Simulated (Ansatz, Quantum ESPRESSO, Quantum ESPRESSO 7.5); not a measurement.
# 1T-VSSe, 1 layer: response to a perpendicular field

How does 1T-VSSe, 1 layer respond to a gate-like field without added charge?

Program: Quantum ESPRESSO 7.5. Level of theory: plane-wave DFT, RPBE, GBRV ultrasoft pseudopotentials made under PBE (geometry and cross-check by Ansatz 0.2.0 with PAW datasets; geometry under PBE). Results are calculated unless marked as measured.

Report form: the programs' logs are mostly left out.

## Step 1: The structure

The cell holds 3 atoms: 1 Se, 1 V and 1 S. Its edges and angles: a = 3.250 Å, b = 3.250 Å, c = 20.366 Å, α = 90.0°, β = 90.0°, γ = 120.0°. It derives from VSSe. Vacuum lies along c.

This sheet is a model structure: its symmetry is held, and its stability is not tested here.

## Step 2: Relaxation with Ansatz

A relaxation in Ansatz fixes the structure of this slab for the runs on it.

Contents of input.yaml:

```yaml
crystal:
  lattice:
    - [3.25, 0.0, 0.0]
    - [-1.625, 2.8145825623, 0.0]
    - [0.0, 0.0, 20.3660927899]
  atoms:
    - { symbol: Se, position: [0.6666666667, 0.3333333333, 0.4173603689] }
    - { symbol: V, position: [0.0, 0.0, 0.5055182648], spin: 1.0 }
    - { symbol: S, position: [0.3333333333, 0.6666666667, 0.5826396311] }
magnetization:
  spin_polarized: true
kpoints:
  mp_grid: { grid: [12, 12, 1] }
hamiltonian:
  xc: pbe
scf:
  occupations: { method: fermi_dirac, width: 0.05 }
  convergence: { dr2_threshold: 1.0e-08 }
efield:
  axis: 3
  dipole_correction: true
  ramp_position: 0.97
  ramp_width: 0.04
relax:
  f_tol: 0.01
  cell: { fix: [c, alpha, beta] }
output:
  write_potential: true
  write_density: true
  volumetric_format: npy
```

Started as:

```
> ansatz run input.yaml --threads 4 --pin off --max-ram 8192MiB --backend cpu --events-out ev --progress --plain --runs-dir out
```

The job ended after 40 s (4 threads of Intel Xeon Platinum 8375C at 2.90GHz (Ice Lake), shared host; peak memory 0.81 GiB; 2.3 min of CPU time).

Step by step:

| step | energy less that of the first step (eV) | largest force component (eV/Å) | pressure (GPa) | volume (Å³) |
| --- | --- | --- | --- | --- |
| 1 | 0.0000 | 1.8964 | -2.55 | 186.30 |
| 2 | -0.2758 | 0.6526 | 0.42 | 188.99 |
| 3 | -0.2920 | 0.1497 | -0.10 | 189.01 |
| 4 | -0.2930 | 0.0234 | -0.01 | 189.19 |
| 5 | -0.2931 | 0.0004 | 0.00 | 189.35 |
| 6* | -0.2932 | 0.0004 | 0.01 | 189.35 |

Relaxation steps marked * repeat the geometry before them on a plane-wave basis chosen anew for their cell, so energy and pressure can jump there.

Forces are held to the 6 operations that the run works with; a distortion that breaks them can't arise in this run.

| cell as run | before | after | change |
| --- | --- | --- | --- |
| a (Å) | 3.250 | 3.277 | +0.8 % |
| b (Å) | 3.250 | 3.277 | +0.8 % |

The atoms that moved most (Å, along periodic axes as changes of fractional coordinates times the final cell, across vacuum about the mean position):

| atom | dx | dy | dz | length |
| --- | --- | --- | --- | --- |
| S3 | 0.000 | 0.000 | -0.172 | 0.172 |
| Se1 | 0.000 | 0.000 | 0.164 | 0.164 |
| V2 | 0.000 | 0.000 | 0.008 | 0.008 |

The relaxed structure:

```xyz
3
Lattice="3.2766 0.0000 0.0000 -1.6383 2.8376 0.0000 0.0000 0.0000 20.3661" Properties=species:S:1:pos:R:3
Se    1.6383    0.9459    8.6636
V     0.0000    0.0000   10.3039
S     0.0000    1.8917   11.6940
```

This step gave:

```
free energy                     : -9285.9100 eV
energy at zero smearing         : -9285.9039 eV
smearing term TS                : 0.01217 eV
Fermi energy                    : -0.6985 eV
magnetization                   : 0.6935 μB
absolute magnetization          : 0.9032 μB
site moments                    : -0.05148, 0.6270, -0.01078 μB
symmetry operations             : 6
work function of the upper face : 5.452 eV
work function of the lower face : 4.958 eV
dipole along the normal         : -0.02536 e·Å
```

## Step 3: SCF with pw.x: no field

The zero-field run is the reference. tefield and dipfield are on already, so that all runs share k-points and boundary.

Level of this step: plane-wave DFT, RPBE, GBRV ultrasoft pseudopotentials made under PBE (Quantum ESPRESSO 7.5). input_dft overrides the functional of the files.

Contents of f0.in:

```
&control
  prefix = 'f0'
  outdir = './out'
  pseudo_dir = './pseudo'
  calculation = 'scf'
  tprnfor = .true.
  tefield = .true.
  dipfield = .true.
/
&system
  ibrav = 0
  nat = 3
  ntyp = 3
  ecutwfc = 40
  ecutrho = 200
  input_dft = 'rpbe'
  occupations = 'smearing'
  smearing = 'fd'
  degauss = 0.004
  edir = 3
  emaxpos = 0.97
  eopreg = 0.04
  eamp = 0.0
  nspin = 2
  starting_magnetization(2) = 0.17
/
&electrons
  conv_thr = 1e-09
  mixing_beta = 0.4
  electron_maxstep = 120
  mixing_mode = 'plain'
/
ATOMIC_SPECIES
  Se  78.9710  se_pbe_v1.uspp.F.UPF
  V   50.9415  v_pbe_v1.4.uspp.F.UPF
  S   32.0600  s_pbe_v1.4.uspp.F.UPF
CELL_PARAMETERS angstrom
  3.27655841698552 0.00000000000000 0.00000000000000
  -1.63827920849276 2.83758282609319 0.00000000000000
  0.00000000000000 0.00000000000000 20.36609278990000
ATOMIC_POSITIONS crystal
  Se  0.666666666667 0.333333333333 0.425395191152
  V   0.000000000000 0.000000000000 0.505935565315
  S   0.333333333333 0.666666666667 0.574187508333
K_POINTS automatic
  12 12 1 0 0 0
```

Started as:

```
> OMP_NUM_THREADS=1 mpirun -n 4 pw.x -nk 4 -in f0.in > f0.out
```

Wall time 2.3 min (4 MPI ranks); peak memory 0.77 GiB; 9.2 min of CPU time.

This step gave:

* free energy: -2899.2516 eV
* energy at zero smearing: -2899.2451 eV
* Fermi energy: -0.8971 eV
* magnetization: 0.73 μB
* absolute magnetization: 0.98 μB
* dipole along the normal: -0.02634 e·Å
* site moments: -0.0618, 0.675, -0.0192 μB

The program's own clock; routines nest. Time by routine:

```csv
routine,wall time (s),calls
PWSCF,137.9,1
electrons,131.4,1
c_bands,99.66,17
cegterg,72.27,629
h_psi,56.19,2250
vloc_psi,47.32,2250
fftw,43.61,66513
sum_band,22.84,17
calbec,6.23,3027
init_us_2,6.1,1332
init_run,4.84,1
newd,4.49,17
h_psi:calbec,4.44,2250
s_psi,3.84,2250
```

The run needed 16 iterations to bring the estimated error under 1e-09 Ry; the largest force on any atom, held or free, is 0.19 eV/Å. The cell keeps a moment of 0.7 μB.

## Step 4: Electrostatic potential

The vacuum level is read from the electrostatic potential (plot_num = 11), averaged over planes.

Contents of f0.pot.in:

```
&inputpp
  prefix = 'f0'
  outdir = './out'
  filplot = 'f0.pot.dat'
  plot_num = 11
/
```

Started as:

```
> OMP_NUM_THREADS=1 mpirun -n 4 pp.x -in f0.pot.in > f0.pot.out
```

The job ended after 1.5 s (4 MPI ranks; peak memory 0.09 GiB).

Read from the output:

| Quantity | Value |
| --- | --- |
| work function of the upper face | 5.359 eV |
| slope of the potential above | 1.66e-5 eV/Å |
| upper vacuum line continued to the top atoms, over the Fermi level | 5.359 eV |
| work function of the lower face | 4.847 eV |
| slope of the potential below | -2.29e-5 eV/Å |
| lower vacuum line continued to the bottom atoms, over the Fermi level | 4.847 eV |

The vacuum is flat to 0.1 meV/Å, so its level is well defined. Inside the slab the curve depends on the local part of the pseudopotentials; only the vacuum level has a meaning of its own.

## Step 5: Bands along a path: no field

The density is frozen and the levels are solved along a path.

f0.bands.in is the input of step 3 with these lines changed:

```diff
@@ -1,7 +1,6 @@
 &control
-  prefix = 'f0'
+  prefix = 'f0.bands'
   outdir = './out'
   pseudo_dir = './pseudo'
-  calculation = 'scf'
-  tprnfor = .true.
+  calculation = 'bands'
   tefield = .true.
@@ -23,2 +22,3 @@
   eamp = 0.0
+  nbnd = 18
   nspin = 2
@@ -27,6 +27,6 @@
 &electrons
-  conv_thr = 1e-09
+  conv_thr = 1e-07
   mixing_beta = 0.4
   electron_maxstep = 120
-  mixing_mode = 'plain'
+  mixing_mode = 'local-TF'
 /
@@ -44,3 +44,7 @@
   S   0.333333333333 0.666666666667 0.574187508333
-K_POINTS automatic
-  12 12 1 0 0 0
+K_POINTS crystal_b
+4
+  0.0000000000 0.0000000000 0.0000000000 14
+  0.5000000000 0.0000000000 0.0000000000 14
+  0.3333333333 0.3333333333 0.0000000000 14
+  0.0000000000 0.0000000000 0.0000000000 1
```

Started as:

```
> cp -r out/f0.save out/f0.bands.save
> cp out/f0.xml out/f0.bands.xml
> OMP_NUM_THREADS=1 mpirun -n 4 pw.x -nk 4 -in f0.bands.in > f0.bands.out
```

Wall time 26 s (4 MPI ranks); peak memory 0.35 GiB; 1.7 min of CPU time.

Band numbers count within the set of bands kept for display. The electronic bands at the labelled points (eV, zero at the Fermi level; # counts the bands kept):

```
  point  up #5  up #7  up #8  up #9  down #5  down #6  down #7  down #8
      Γ  -0.53  -0.13   0.68   0.68     0.26     0.26     0.60     0.61
halfway  -1.69  -0.63   0.67   0.85    -1.65    -0.94     0.05     1.31
      M  -2.46  -0.99   0.42   0.88    -2.43    -1.15    -0.35     1.23
halfway  -2.70  -0.13   0.53   0.73    -2.61    -2.47     0.47     1.30
      K  -2.91   0.34   0.49   0.51    -2.80    -2.77     1.18     1.19
halfway  -2.23  -0.30   0.46   0.90    -2.05    -1.51     0.45     0.98
      Γ  -0.53  -0.13   0.68   0.68     0.26     0.26     0.60     0.61
```

## Step 6: Ground state: field 0.1 V/Å

eamp is the field in Hartree atomic units (1 a.u. = 51.42 V/Å). With dipfield on, it is the field in the vacuum beside an isolated sheet. The run starts from the density of the one before.

f1.in is the input of step 3 with these lines changed:

```diff
@@ -1,3 +1,3 @@
 &control
-  prefix = 'f0'
+  prefix = 'f1'
   outdir = './out'
@@ -22,3 +22,3 @@
   eopreg = 0.04
-  eamp = 0.0
+  eamp = 0.00194469
   nspin = 2
@@ -31,2 +31,3 @@
   mixing_mode = 'plain'
+  startingpot = 'file'
 /
```

Started as:

```
> cp -r out/f0.save out/f1.save
> OMP_NUM_THREADS=1 mpirun -n 4 pw.x -nk 4 -in f1.in > f1.out
```

The job ended after 55 s (4 MPI ranks; peak memory 0.76 GiB; 3.6 min of CPU time).

Numbers from this step:

```
free energy             : -2899.2503 eV
energy at zero smearing : -2899.2439 eV
Fermi energy            : -0.8873 eV
dipole along the normal : 2.29e-4 e·Å
site moments            : -0.0619, 0.6757, -0.0189 μB
```

The dipole goes from -0.0263 to 0.0002 e Å, 0.2657 e Å per V/Å.

## Step 7: Electrostatic potential

Contents of f1.pot.in:

```
&inputpp
  prefix = 'f1'
  outdir = './out'
  filplot = 'f1.pot.dat'
  plot_num = 11
/
```

Started as:

```
> OMP_NUM_THREADS=1 mpirun -n 4 pp.x -in f1.pot.in > f1.pot.out
```

Wall time 1.6 s (4 MPI ranks); peak memory 0.1 GiB; 5.6 s of CPU time.

Numbers from this step:

- slope of the potential above: 0.1000 eV/Å
- upper vacuum line continued to the top atoms, over the Fermi level: 5.260 eV
- slope of the potential below: 0.09997 eV/Å
- lower vacuum line continued to the bottom atoms, over the Fermi level: 4.961 eV

The slope in the vacuum is 0.100 eV/Å for an applied 0.10 V/Å, as it should be.

## Step 8: Self-consistent run: field 0.2 V/Å

f2.in is the input of step 6 with these lines changed:

```diff
@@ -1,3 +1,3 @@
 &control
-  prefix = 'f1'
+  prefix = 'f2'
   outdir = './out'
@@ -22,3 +22,3 @@
   eopreg = 0.04
-  eamp = 0.00194469
+  eamp = 0.00388938
   nspin = 2
```

Started as:

```
> cp -r out/f0.save out/f2.save
> OMP_NUM_THREADS=1 mpirun -n 4 pw.x -nk 4 -in f2.in > f2.out
```

Run time: 61 s. Hardware: 4 MPI ranks; peak memory 0.69 GiB; 4.1 min of CPU time.

This step gave:

| Property | Result |
| --- | --- |
| free energy | -2899.2516 eV |
| energy at zero smearing | -2899.2452 eV |
| Fermi energy | -0.8784 eV |
| dipole along the normal | 0.02682 e·Å |
| site moments | -0.0619, 0.6766, -0.0186 μB |

The dipole goes from -0.0263 to 0.0268 e Å, 0.2658 e Å per V/Å.

## Step 9: Electrostatic potential

Contents of f2.pot.in:

```
&inputpp
  prefix = 'f2'
  outdir = './out'
  filplot = 'f2.pot.dat'
  plot_num = 11
/
```

Started as:

```
> OMP_NUM_THREADS=1 mpirun -n 4 pp.x -in f2.pot.in > f2.pot.out
```

The job ended after 1.5 s (4 MPI ranks; peak memory 0.1 GiB; 5.2 s of CPU time).

This step gave:

```
slope of the potential above                                          : 0.2000 eV/Å
upper vacuum line continued to the top atoms, over the Fermi level    : 5.161 eV
slope of the potential below                                          : 0.2000 eV/Å
lower vacuum line continued to the bottom atoms, over the Fermi level : 5.077 eV
```

The slope in the vacuum is 0.200 eV/Å for an applied 0.20 V/Å, as it should be.

## Step 10: Band structure: field 0.2 V/Å

f2.bands.in is the input of step 5 with these lines changed:

```diff
@@ -1,3 +1,3 @@
 &control
-  prefix = 'f0.bands'
+  prefix = 'f2.bands'
   outdir = './out'
@@ -21,3 +21,3 @@
   eopreg = 0.04
-  eamp = 0.0
+  eamp = 0.00388938
   nbnd = 18
```

Started as:

```
> cp -r out/f2.save out/f2.bands.save
> cp out/f2.xml out/f2.bands.xml
> OMP_NUM_THREADS=1 mpirun -n 4 pw.x -nk 4 -in f2.bands.in > f2.bands.out
```

Wall time 26 s (4 MPI ranks); peak memory 0.35 GiB; 1.7 min of CPU time.

Band numbers count within the set of bands kept for display. The electronic bands at the labelled points (eV, zero at the Fermi level; # counts the bands kept):

| point | up #5 | up #7 | up #8 | up #9 | down #5 | down #6 | down #7 | down #8 |
| --- | --- | --- | --- | --- | --- | --- | --- | --- |
| Γ | -0.53 | -0.12 | 0.68 | 0.68 | 0.26 | 0.26 | 0.61 | 0.61 |
| halfway | -1.70 | -0.63 | 0.66 | 0.84 | -1.66 | -0.95 | 0.05 | 1.30 |
| M | -2.47 | -0.99 | 0.42 | 0.88 | -2.44 | -1.15 | -0.34 | 1.23 |
| halfway | -2.70 | -0.14 | 0.53 | 0.73 | -2.62 | -2.47 | 0.47 | 1.30 |
| K | -2.92 | 0.33 | 0.49 | 0.50 | -2.82 | -2.75 | 1.18 | 1.19 |
| halfway | -2.24 | -0.30 | 0.46 | 0.90 | -2.05 | -1.51 | 0.45 | 0.98 |
| Γ | -0.53 | -0.12 | 0.68 | 0.68 | 0.26 | 0.26 | 0.61 | 0.61 |

Upper empty bands that drop with the field can be states of the vacuum, held by the sawtooth; they depend on the cell's width.

## Step 11: SCF with pw.x: field -0.2 V/Å

f3.in is the input of step 8 with these lines changed:

```diff
@@ -1,3 +1,3 @@
 &control
-  prefix = 'f2'
+  prefix = 'f3'
   outdir = './out'
@@ -22,3 +22,3 @@
   eopreg = 0.04
-  eamp = 0.00388938
+  eamp = -0.00388938
   nspin = 2
```

Started as:

```
> cp -r out/f0.save out/f3.save
> OMP_NUM_THREADS=1 mpirun -n 4 pw.x -nk 4 -in f3.in > f3.out
```

The job ended after 76 s (4 MPI ranks; peak memory 0.62 GiB).

Numbers from this step:

| Quantity | Value |
| --- | --- |
| free energy | -2899.2622 eV |
| energy at zero smearing | -2899.2557 eV |
| Fermi energy | -0.9192 eV |
| magnetization | 0.72 μB |
| dipole along the normal | -0.07941 e·Å |
| site moments | -0.0617, 0.6731, -0.0199 μB |

The dipole goes from -0.0263 to -0.0794 e Å, 0.2653 e Å per V/Å.

## Step 12: Electrostatic potential

Contents of f3.pot.in:

```
&inputpp
  prefix = 'f3'
  outdir = './out'
  filplot = 'f3.pot.dat'
  plot_num = 11
/
```

Started as:

```
> OMP_NUM_THREADS=1 mpirun -n 4 pp.x -in f3.pot.in > f3.pot.out
```

Wall time 1.5 s (4 MPI ranks); peak memory 0.1 GiB; 5.5 s of CPU time.

Numbers from this step:

| Quantity | Value |
| --- | --- |
| slope of the potential above | -0.2000 eV/Å |
| upper vacuum line continued to the top atoms, over the Fermi level | 5.562 eV |
| slope of the potential below | -0.2000 eV/Å |
| lower vacuum line continued to the bottom atoms, over the Fermi level | 4.622 eV |

The slope in the vacuum is -0.200 eV/Å for an applied -0.20 V/Å, as it should be.

Each curve counts from the Fermi level of its own run.

The potential energy (potential at 0 V/Å) oscillates, so the rows of the table below give means over windows of 1 Å about each position, cut where the curve ends. Its maxima inside the range that stand out by 2 % of the span (Å: eV): 9.5: -4.47, 11.1: -6.69. Its minima: 8.7: -16.7, 10.3: -14.8, 11.7: -12.8.

The runs together. The potential energy by z; means over each step:

```csv
z (Å),potential at 0 V/Å (eV),potential at 0.1 V/Å (eV),potential at 0.2 V/Å (eV),potential at -0.2 V/Å (eV)
0,4.87,4.23,3.58,6.17
1,4.85,4.19,3.54,6.16
2,4.85,4.29,3.74,5.96
3,4.85,4.39,3.94,5.76
4,4.85,4.49,4.14,5.56
5,4.85,4.59,4.34,5.35
6,4.82,4.66,4.51,5.13
7,4.30,4.23,4.17,4.43
8,-4.19,-4.21,-4.22,-4.16
9,-11.5,-11.5,-11.5,-11.5
10,-10.6,-10.6,-10.6,-10.6
11,-9.22,-9.22,-9.22,-9.23
12,-7.31,-7.30,-7.29,-7.33
13,4.21,4.26,4.31,4.11
14,5.31,5.44,5.58,5.04
15,5.36,5.59,5.82,4.90
16,5.36,5.69,6.02,4.70
17,5.36,5.79,6.22,4.50
18,5.36,5.89,6.42,4.30
19,5.36,5.99,6.62,4.10
20,5.25,5.66,6.07,4.44
```

## Step 13: Band structure: field -0.2 V/Å

f3.bands.in is the input of step 10 with these lines changed:

```diff
@@ -1,3 +1,3 @@
 &control
-  prefix = 'f2.bands'
+  prefix = 'f3.bands'
   outdir = './out'
@@ -21,3 +21,3 @@
   eopreg = 0.04
-  eamp = 0.00388938
+  eamp = -0.00388938
   nbnd = 18
```

Started as:

```
> cp -r out/f3.save out/f3.bands.save
> cp out/f3.xml out/f3.bands.xml
> OMP_NUM_THREADS=1 mpirun -n 4 pw.x -nk 4 -in f3.bands.in > f3.bands.out
```

Wall time 31 s (4 MPI ranks); peak memory 0.35 GiB; 2 min of CPU time.

Band numbers count within the set of bands kept for display. Electronic bands along the path, in eV, zero at the Fermi level; # counts the bands kept:

```csv
point,up #5,up #7,up #8,up #9,down #5,down #6,down #7,down #8
Γ,-0.53,-0.14,0.68,0.68,0.26,0.26,0.59,0.62
halfway,-1.68,-0.64,0.67,0.85,-1.65,-0.94,0.05,1.32
M,-2.45,-1.00,0.42,0.88,-2.42,-1.14,-0.35,1.23
halfway,-2.69,-0.13,0.54,0.74,-2.60,-2.47,0.47,1.30
K,-2.92,0.34,0.50,0.51,-2.79,-2.78,1.18,1.20
halfway,-2.23,-0.30,0.47,0.90,-2.04,-1.50,0.45,0.99
Γ,-0.53,-0.14,0.68,0.68,0.26,0.26,0.59,0.62
```

Upper empty bands that drop with the field can be states of the vacuum, held by the sawtooth; they depend on the cell's width.

## Step 14: Valence density

plot_num = 0 writes the valence density.

Contents of f0.rho.in:

```
&inputpp
  prefix = 'f0'
  outdir = './out'
  filplot = 'f0.rho.dat'
  plot_num = 0
/
```

Started as:

```
> OMP_NUM_THREADS=1 mpirun -n 4 pp.x -in f0.rho.in > f0.rho.out
```

The job ended after 1.9 s (4 MPI ranks; peak memory 0.1 GiB; 7 s of CPU time).

Numbers from this step:

```
electrons by integration : 25.00 e
```

Mean over planes. The valence density, planar mean by z:

z (Å), valence density, planar mean (e/Å³) and a bar:
```
      5.0       0.00 
      5.5       0.00 
      6.0       0.00 
      6.5       0.00 
      7.0       0.02 
      7.5       0.08 ##
      8.0       0.26 ######
      8.5       0.35 ########
      9.0       0.38 #########
      9.5       0.38 #########
     10.0       1.09 #########################
     10.5       1.30 ##############################
     11.0       0.50 ############
     11.5       0.45 ##########
     12.0       0.38 #########
     12.5       0.19 ####
     13.0       0.04 #
     13.5       0.01 
     14.0       0.00 
     14.5       0.00 
     15.0       0.00
```

Valence density in the ca plane at fractional y = 0.000, with atoms of V within 0.2 Å of it. It is the smooth field of the valence electrons, not physical close to the nuclei.

Values in units of 1e0 e/Å³, 5 rows by 16 columns, each cell a mean:
```
0.0 0.0 0.0 0.0 0.0 0.1 0.4 5.8 0.9 0.1 0.0 0.0 0.0 0.0 0.0 0.0
0.0 0.0 0.0 0.0 0.0 0.3 0.4 0.3 0.4 0.2 0.0 0.0 0.0 0.0 0.0 0.0
0.0 0.0 0.0 0.0 0.1 0.4 0.4 0.2 0.4 0.3 0.0 0.0 0.0 0.0 0.0 0.0
0.0 0.0 0.0 0.0 0.0 0.2 0.3 0.8 0.4 0.2 0.0 0.0 0.0 0.0 0.0 0.0
0.0 0.0 0.0 0.0 0.0 0.1 0.6 7.6 1.4 0.1 0.0 0.0 0.0 0.0 0.0 0.0
```
Columns run along c (16.0 Å, from fractional 0.15 to 0.93 of the cell), rows up along a (3.3 Å). Atoms in or near the plane, at fractional coordinates: V at (0.51, 0.00).

The density integrates to 25.000 electrons, as the 25 of the input ask.

## Step 15: Valence density

Contents of f2.rho.in:

```
&inputpp
  prefix = 'f2'
  outdir = './out'
  filplot = 'f2.rho.dat'
  plot_num = 0
/
```

Started as:

```
> OMP_NUM_THREADS=1 mpirun -n 4 pp.x -in f2.rho.in > f2.rho.out
```

The job ended after 2 s (4 MPI ranks; peak memory 0.1 GiB).

[end of part 1 of 2]

[Logs are printed without paths, hosts, clocks, repeated set-up lines and the standing remarks that a program may print on its own settings, such as how far it seeks lower states.]

[Hosts, paths, dates, database ids (printed as entryN), source tags and the programs' standing remarks are cut or masked in the printed files.]

[Maps of the electrostatic potential energy from Ansatz leave out the sawtooth potential of an applied field or a dipole correction, so their vacuum need not be flat; planar profiles and work functions include it.]
